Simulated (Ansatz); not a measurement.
## Quasi-harmonic thermodynamics of K (Im-3m)

Aim: the lattice, expansion, heat capacity and bulk modulus of K as it warms.

Measurements to reproduce:
- heat capacity C_P per formula unit 29.4 J/mol/K near room temperature (given in “High-Throughput Prediction of Finite-Temperature Properties using the Quasi-Harmonic Approximation”, 2016, arXiv:1603.06924)

Method: DFT PBEsol, scalar-relativistic, plane waves, PAW, in Ansatz 0.2.0.

The database entry behind the starting cell lists a temperature near 5 K, so it need not match the best structure at ambient conditions.

**1. Starting point**

Symmetry: Im-3m, No. 229, cubic system. Conventional cell: a = 5.225 Å, b = 5.225 Å, c = 5.225 Å, α = 90.00°, β = 90.00°, γ = 90.00°. Nearest to K lie 8 K at 4.52 Å.

As a file:

```cif
data_structure
_symmetry_space_group_name_H-M 'P 1'
_symmetry_Int_Tables_number 1
_cell_length_a 4.5250
_cell_length_b 4.5250
_cell_length_c 4.5250
_cell_angle_alpha 109.471
_cell_angle_beta 109.471
_cell_angle_gamma 109.471
_cell_volume 71.32
loop_
_atom_site_label
_atom_site_type_symbol
_atom_site_fract_x
_atom_site_fract_y
_atom_site_fract_z
_atom_site_occupancy
K1 K 0.00000 0.00000 0.00000 1
```

**2. A first coarse run**

Before spending time, one coarse run tells the gap and the pressure of the starting cell.

Input file input.yaml:

```yaml
crystal:
  lattice:
    - [-2.6125, 2.6125, 2.6125]
    - [2.6125, -2.6125, 2.6125]
    - [2.6125, 2.6125, -2.6125]
  atoms:
    - { symbol: K, position: [0.0, 0.0, 0.0] }
kpoints:
  mp_grid: { grid: [6, 6, 6] }
hamiltonian:
  xc: pbesol
scf:
  occupations: { method: gaussian, width: 0.1 }
  lower_state_search: "off"
output:
  forces: true
  stress: true
  eigenvalues: true
```

Command:

```
> ansatz run input.yaml --threads 4 --pin off --max-ram 16384MiB --backend cpu --events-out ev --progress --plain --runs-dir out
```

Numbers of over 12 decimals in the logs are rounded to 6 here.

The log of the run:

```text
Engine: ansatz 0.2.0, aarch64-unknown-linux-gnu
Pseudopotentials: kind: paw
Pseudopotential: K, paw, valence charge 9, recommended cutoff 420 eV (normal), K.paw.azcp
Functional definition: PBEsol
  exchange = pbesol_x
  correlation = pbesol_c
Crystal: 1 atoms, lattice volume = 71.323 Å³
Basis set: ecut = 420 eV, 1433 PW (Γ), exchange–correlation on 64×64×64 points (8 copies of the dense FFT grid, shifted against one another)
Bands: 9, of which v1, the nominal top of the filled ones, is band 5 counted from 1 (4 counted from 0)
Symmetry: 48 space group operations
Space group: Im-3m (ITA 229), of the structure as read, at distance tolerance 4.1e-5 Å
k-points: 16 of 216
Non-local potential: K, projectors of the file, l = 0: 3, l = 1: 2, l = 2: 2
PAW form: soft (Blöchl's): semilocal exchange-correlation on the pseudo side does not see the compensation charge
PAW frozen core: K, regenerated for the run's functional, and the local potential with it (the file was generated under x = pbe(κ = 0.804, μ = 0.219515), c = pbe(β = 0.066725))
PAW one-centre angular grid: K, 110 points (default); XC on 64 Gauss nodes
Initial density: superposition of atomic densities (neutral atoms: chi_scale 0, normalization atom), corrected by the library's trained network
Initial wavefunctions: pseudopotential atomic-orbital guess
Functional: x = pbesol(κ = 0.804, μ = 0.123457), c = pbesol(β = 0.046)
SCF iter   1: F=—  HF=-1516.013683 eV  |F-HF|=—  |Δ(HF+E_count)|=         —  Δρ=1.26e-3  dr2=6.37e-4  ethr=1.77e-3  ⟨swp⟩=5.1  Hψ=1033  notcnv=0
preconditioner: auto → none  [insulator: Δε(μ)=0.281 eV  Ē_g=4.223 eV  σ=0.100 eV  W_gap=0.56  n_scr=12 (ndim 8)  ℏωp=4.4 eV  f_vac=0.000  D(μ)=2.48/eV (n_scr^D=18)  ε∞_Penn≈2.1]
SCF iter   2: F=—  HF=-1516.013259 eV  |F-HF|=—  |Δ(HF+E_count)|=   4.24e-4  Δρ=4.60e-4  dr2=3.63e-5  ethr=7.08e-6  ⟨swp⟩=2.2  Hψ=342  notcnv=0
SCF iter   3: F=—  HF=-1516.013281 eV  |F-HF|=—  |Δ(HF+E_count)|=   2.17e-5  Δρ=2.18e-4  dr2=7.77e-6  ethr=4.03e-7  ⟨swp⟩=2.1  Hψ=210  notcnv=0
SCF iter   4: F=—  HF=-1516.013290 eV  |F-HF|=—  |Δ(HF+E_count)|=   8.53e-6  Δρ=1.40e-5  dr2=1.01e-7  ethr=8.64e-8  ⟨swp⟩=2.5  Hψ=211  notcnv=0
iter 5 did not close the SCF: its close was put off for the readings that it lacked (scf_convergence_deferred on its scf_iter line)
SCF iter   5: F=-1516.013290 eV  HF=-1516.013290 eV  |F-HF|=1.38e-10  |Δ(HF+E_count)|=   3.06e-8  Δρ=3.02e-7  dr2=4.01e-11  ethr=1.12e-9  ⟨swp⟩=2.0  Hψ=202  notcnv=0
SCF iter   6: F=-1516.013290 eV  HF=-1516.013290 eV  |F-HF|=1.09e-11  |Δ(HF+E_count)|=  1.45e-10  Δρ=1.53e-7  dr2=1.48e-11  ethr=1.00e-12  ⟨swp⟩=2.2  Hψ=527  notcnv=0
SCF 1 converged in 6 iterations: F = -1516.013290 eV  dr2 = 1.48e-11
  greatest PAW one-centre occupation: 0.987 electrons in one spin orbital (limit 2), on the K atom at site 0 (counted from 0), in its partial waves of l = 0
SCF converged after 6 iterations
Free energy (F): -1516.013290 eV
Harris-Foulkes:  -1516.013290 eV  (|F-HF|=1.09e-11)
Internal energy: -1516.000904 eV  (E = F + TS)
E sigma→0 (E₀):  -1516.007097 eV
Entropy (-TS):   -0.012386 eV (-12.386 meV/atom)
Fermi energy:    1.857509 eV
--- Per-component energies (eV) ---
  E_band       = -141.293188
  E_kinetic    = 251.986048
  E_local      = -747.850241  (includes V_loc(G=0)·N_el)
  E_nonlocal   = 13.817021
  E_hartree    = 265.929050
  E_xc         = -131.987204
  E_vxc        = -161.688663  (∫ρ·V_xc dr)
  E_paw        = -761.812323  (= ΣΔE_a)
  E_vpaw       = -29.415349  (= ΣTr[D̂ρ^β])
  E_aug_tail   = -0.000003  (compensation charges beyond the density's cutoff)
  E_ewald      = -406.191138
  E_core_change = 0.107885  (= ΣΔE_core)
  E_smearing   = -0.012386  (= −TS)
  E_closure    = 0.000000  (closes the sum)
  Σ components = -1516.013290   (vs F -1516.013290, Δ=0.00e0)
--- Forces (eV/Å), atoms counted from 1 ---
  atom   1  K     -0.00000000     0.00000000     0.00000000
  max |Σ_I F_I| component: 8.73e-33 eV/Å
--- Stress (GPa, compression-positive) ---
        0.008190      -0.000000       0.000000
       -0.000000       0.008190       0.000000
        0.000000      -0.000000       0.008190
  P = ⅓ Tr σ = 0.0082 GPa (0.082 kbar)
--- Band table (eV; the first three rows and the last of 16) ---
  k-point 0: bands = ["-30.1347", "-13.6451", "-13.6451", "-13.6451", "-0.3642", "6.1542", "6.1542", "6.1542", "7.0815"]
  k-point 1: bands = ["-30.1335", "-13.6646", "-13.6516", "-13.6451", "-0.0140", "5.5227", "5.7718", "6.4350", "6.8332"]
  k-point 2: bands = ["-30.1311", "-13.7028", "-13.6644", "-13.6451", "0.9709", "4.0088", "5.2258", "6.9279", "7.1451"]
  k-point 15: bands = ["-30.1261", "-13.7002", "-13.7002", "-13.7002", "3.4989", "3.4989", "5.3818", "5.3818", "5.3818"]
```

Elapsed: 3.3 s, on 4 threads of Arm Neoverse V2, shared host; peak memory 0.34 GiB.

This step gave:

```
pressure          : 0.008190 GPa
volume per atom   : 71.32 Å³/atom
gap on the k-mesh : 0 eV
```

The start is under 0.0082 GPa at this level and looks like a metal on this mesh.

**3. Finding the static equilibrium**

The vibrations must be taken about the equilibrium of this functional, not about the starting cell, so the structure is relaxed.

input.yaml, the sections that differ from step 2:

```yaml
kpoints:
  mp_grid: { grid: [12, 12, 12] }
relax:
  adjacent_minimum: "off"
  f_tol: 0.005
  max_steps: 80
  cell: { stress_tol: 0.05 }
# crystal, hamiltonian, scf, output: as in step 2
```

The log of the run:

```text
[...]
Crystal: 1 atoms, lattice volume = 71.323 Å³
Basis set: ecut = 420 eV, 1433 PW (Γ), exchange–correlation on 64×64×64 points (8 copies of the dense FFT grid, shifted against one another)
Bands: 9, of which v1, the nominal top of the filled ones, is band 5 counted from 1 (4 counted from 0)
Symmetry: 48 space group operations
[...]
k-points: 72 of 1728
[...]
SCF iter   1: F=—  HF=-1516.029461 eV  |F-HF|=—  |Δ(HF+E_count)|=         —  Δρ=1.23e-3  dr2=5.94e-4  ethr=1.77e-3  ⟨swp⟩=5.1  Hψ=4714  notcnv=0
[...]
SCF iter   6: F=-1516.029081 eV  HF=-1516.029081 eV  |F-HF|=3.09e-10  |Δ(HF+E_count)|=   9.67e-9  Δρ=6.45e-7  dr2=3.46e-10  ethr=5.47e-11  ⟨swp⟩=2.2  Hψ=2341  notcnv=0
SCF 1 converged in 6 iterations: F = -1516.029081 eV  dr2 = 3.46e-10
[...]
relax step   1: F+E_penalty+E_count = -1516.02908130 eV  Δ(F+E_penalty+E_count) = +0.000e0 eV  max|allowed force component| = 0.000e0 eV/Å  Δτ_max = 0.0000 Å  P = -0.020 GPa  Ω = 71.323 Å³  (6 SCF iters, dr2 threshold 1.00e-7 eV, accepted)
[...]
iter 1 solved again at ethr=1.73e-7 eV; its pass at ethr=3.10e-3 eV (dr2=1.55e-5 eV) is discarded
SCF iter   1: F=—  HF=-1516.029081 eV  |F-HF|=—  |Δ(HF+E_count)|=         —  Δρ=6.46e-7  dr2=3.39e-10  ethr=1.73e-7  ⟨swp⟩=3.5  Hψ=6765  notcnv=0
eigensolver tolerance schedule: the retry pair's looser diagonalisation over-reported the residual by 45762.52 of it (diagonalisation noise at an unbounded share of the residual, at the tolerance the schedule requests for it); recorded, not acted on — ethr = c·dr2/N_el stays at c = 1.0e-1
[...]
SCF iter   2: F=—  HF=-1516.029081 eV  |F-HF|=—  |Δ(HF+E_count)|=   2.53e-8  Δρ=4.94e-7  dr2=2.00e-10  ethr=3.77e-12  ⟨swp⟩=2.9  Hψ=1094  notcnv=0
[...]
SCF iter   5: F=-1516.029081 eV  HF=-1516.029081 eV  |F-HF|=4.55e-13  |Δ(HF+E_count)|=  5.00e-12  Δρ=1.35e-8  dr2=6.76e-14  ethr=1.00e-12  ⟨swp⟩=4.3  Hψ=1941  notcnv=0
SCF 2 converged in 5 iterations: F = -1516.029081 eV  dr2 = 6.76e-14
relax step   2: F+E_penalty+E_count = -1516.02908130 eV  Δ(F+E_penalty+E_count) = -2.910e-11 eV  max|allowed force component| = 0.000e0 eV/Å  Δτ_max = 0.0000 Å  P = -0.020 GPa  Ω = 71.323 Å³  stress off target by 1.99e-2 GPa  SCF on the basis re-selected at this cell (its energy is not comparable with the rows above)  (5 SCF iters)
basis re-selected at this cell: Δ(F+E_penalty+E_count) = -2.910e-11 eV, ΔP = +0.000 GPa vs the last step (what re-selecting the basis moved, of the pressure what is left beyond the Pulay correction that the steps carried, after the strain that the cell walked since its last selection, with what the two solves' SCF thresholds leave and, on support functions, any second-order correction that the steps lacked; it is no  [...]
SCF converged after 5 iterations
Free energy (F): -1516.029081 eV
[...]
Internal energy: -1516.024218 eV  (E = F + TS)
E sigma→0 (E₀):  -1516.026650 eV
Entropy (-TS):   -0.004863 eV (-4.863 meV/atom)
Fermi energy:    1.823070 eV
[...]
--- Stress (GPa, compression-positive) ---
       -0.019853       0.000000       0.000000
       -0.000000      -0.019853       0.000000
        0.000000       0.000000      -0.019853
  P = ⅓ Tr σ = -0.0199 GPa (-0.199 kbar)
--- Band table (eV; the first three rows and the last of 72) ---
[...]
--- Relaxed structure (1 steps of the walk, 1 accepted, 1 SCFs on fresh bases) ---
  F+E_penalty+E_count = -1516.02908130 eV   max|allowed force component| = 0.000e0 eV/Å   (the final SCF, on the basis selected at the relaxed cell)
  cell:  # Å, volume = 71.3229 Å³
    - [-2.6125, 2.6125, 2.6125]
    - [2.6125, -2.6125, 2.6125]
    - [2.6125, 2.6125, -2.6125]
  atoms:
    - { symbol: K, position: [0.0, 0.0, 0.0] }
```

It took 1.5 s on 4 threads; peak memory 0.41 GiB.

Little changed from the start: no atom moved by 0.005 Å and no cell edge by 0.1 %.

Numbers from this step:

| Item | Value |
| --- | --- |
| pressure | -0.01985 GPa |

**4. Tight relaxation**

The relaxation is repeated with tighter thresholds on force and stress, since phonons are sensitive to what is left; a change of mesh or smearing in the input moves the cell too.

input.yaml, the sections that differ from step 3:

```yaml
scf:
  occupations: { method: methfessel_paxton, width: 0.2 }
  lower_state_search: "off"
relax:
  adjacent_minimum: "off"
  f_tol: 0.001
  max_steps: 60
  cell: { stress_tol: 0.01 }
# crystal, kpoints, hamiltonian, output: as in step 3
```

The log of the run:

```text
[...]
Crystal: 1 atoms, lattice volume = 71.323 Å³
Basis set: ecut = 420 eV, 1433 PW (Γ), exchange–correlation on 64×64×64 points (8 copies of the dense FFT grid, shifted against one another)
Bands: 9, of which v1, the nominal top of the filled ones, is band 5 counted from 1 (4 counted from 0)
Symmetry: 48 space group operations
[...]
k-points: 72 of 1728
[...]
0.000000      -0.000000      -0.000029
  P = ⅓ Tr σ = -0.0000 GPa (-0.000 kbar)
--- Band table (eV; the first three rows and the last of 72) ---
[...]
--- Relaxed structure (3 steps of the walk, 3 accepted, 1 SCFs on fresh bases) ---
[...]
cell:  # Å, volume = 70.9088 Å³
    - [-2.607434, 2.607434, 2.607434]
    - [2.607434, -2.607434, 2.607434]
    - [2.607434, 2.607434, -2.607434]
  atoms:
    - { symbol: K, position: [0.0, 0.0, 0.0] }
[key lines of the parts left out:]
SCF converged after 6 iterations
Free energy (F): -1516.027459 eV
Fermi energy:    1.851167 eV
```

Run time: 2.7 s. Hardware: 4 threads; peak memory 0.41 GiB.

Step by step:

```
step  energy less that of the first step (eV)  largest force component (eV/Å)  pressure (GPa)  volume (Å³)
   1                                   0.0000                          0.0000           -0.02        71.32
   2                                   0.0000                          0.0000           -0.02        71.28
   3                                   0.0000                          0.0000            0.00        70.91
  4*                                   0.0000                          0.0000            0.00        70.91
```

Relaxation steps marked * repeat the geometry before them on a plane-wave basis chosen anew for their cell, so energy and pressure can jump there.

```
conventional cell, symmetrised  before  after  change
                         a (Å)   5.225  5.215  -0.2 %
                         b (Å)   5.225  5.215  -0.2 %
                         c (Å)   5.225  5.215  -0.2 %
              volume (Å³/atom)   71.32  70.91  -0.6 %
```

The relaxed structure:

```
K
1.0
    -2.60743    2.60743    2.60743
     2.60743   -2.60743    2.60743
     2.60743    2.60743   -2.60743
K
1
Direct
  0.00000 0.00000 0.00000
```

Numbers from this step:

```
pressure        : -2.87e-5 GPa
volume per atom : 70.91 Å³/atom
```

The residual pressure is -2.9e-5 GPa, small enough for phonons.

**5. A new level, relaxed again**

The functional, the potentials or the cutoff change, so the crystal is relaxed again at the new setting.

input.yaml, the sections that differ from step 4:

```yaml
crystal:
  lattice:
    - [-2.6074342262, 2.6074342262, 2.6074342262]
    - [2.6074342262, -2.6074342262, 2.6074342262]
    - [2.6074342262, 2.6074342262, -2.6074342262]
  atoms:
    - { symbol: K, position: [0.0, 0.0, 0.0] }
basis:
  ecutwfc: 550.0
# kpoints, hamiltonian, scf, output, relax: as in step 4
```

The log of the run:

```text
[...]
Crystal: 1 atoms, lattice volume = 70.909 Å³
Basis set: ecut = 550 eV, 2093 PW (Γ), exchange–correlation on 72×72×72 points (8 copies of the dense FFT grid, shifted against one another)
Bands: 9, of which v1, the nominal top of the filled ones, is band 5 counted from 1 (4 counted from 0)
Symmetry: 48 space group operations
[...]
k-points: 72 of 1728
[...]
P = ⅓ Tr σ = -0.0000 GPa (-0.000 kbar)
--- Band table (eV; the first three rows and the last of 72) ---
[...]
--- Relaxed structure (1 steps of the walk, 1 accepted, 1 SCFs on fresh bases) ---
[...]
cell:  # Å, volume = 70.9088 Å³
    - [-2.6074342262, 2.6074342262, 2.6074342262]
    - [2.6074342262, -2.6074342262, 2.6074342262]
    - [2.6074342262, 2.6074342262, -2.6074342262]
  atoms:
    - { symbol: K, position: [0.0, 0.0, 0.0] }
[key lines of the parts left out:]
SCF converged after 5 iterations
Free energy (F): -1516.027476 eV
Fermi energy:    1.851160 eV
```

The job ended after 2.1 s (4 threads; peak memory 0.46 GiB; 7.4 s of CPU time).

Little changed from the start: no atom moved by 0.005 Å and no cell edge by 0.1 %.

This step gave:

```
pressure : -3.62e-5 GPa
```

The residual pressure is -3.6e-5 GPa, small enough for phonons.

[end of part 1 of 3]

[Logs are printed without paths, hosts, clocks, repeated set-up lines and the standing remarks that a program may print on its own settings, such as how far it seeks lower states.]

[Hosts, paths, dates, database ids (printed as entryN), source tags and the programs' standing remarks are cut or masked in the printed files.]

[A step with changed settings may run another functional than the one named; its input shows which.]
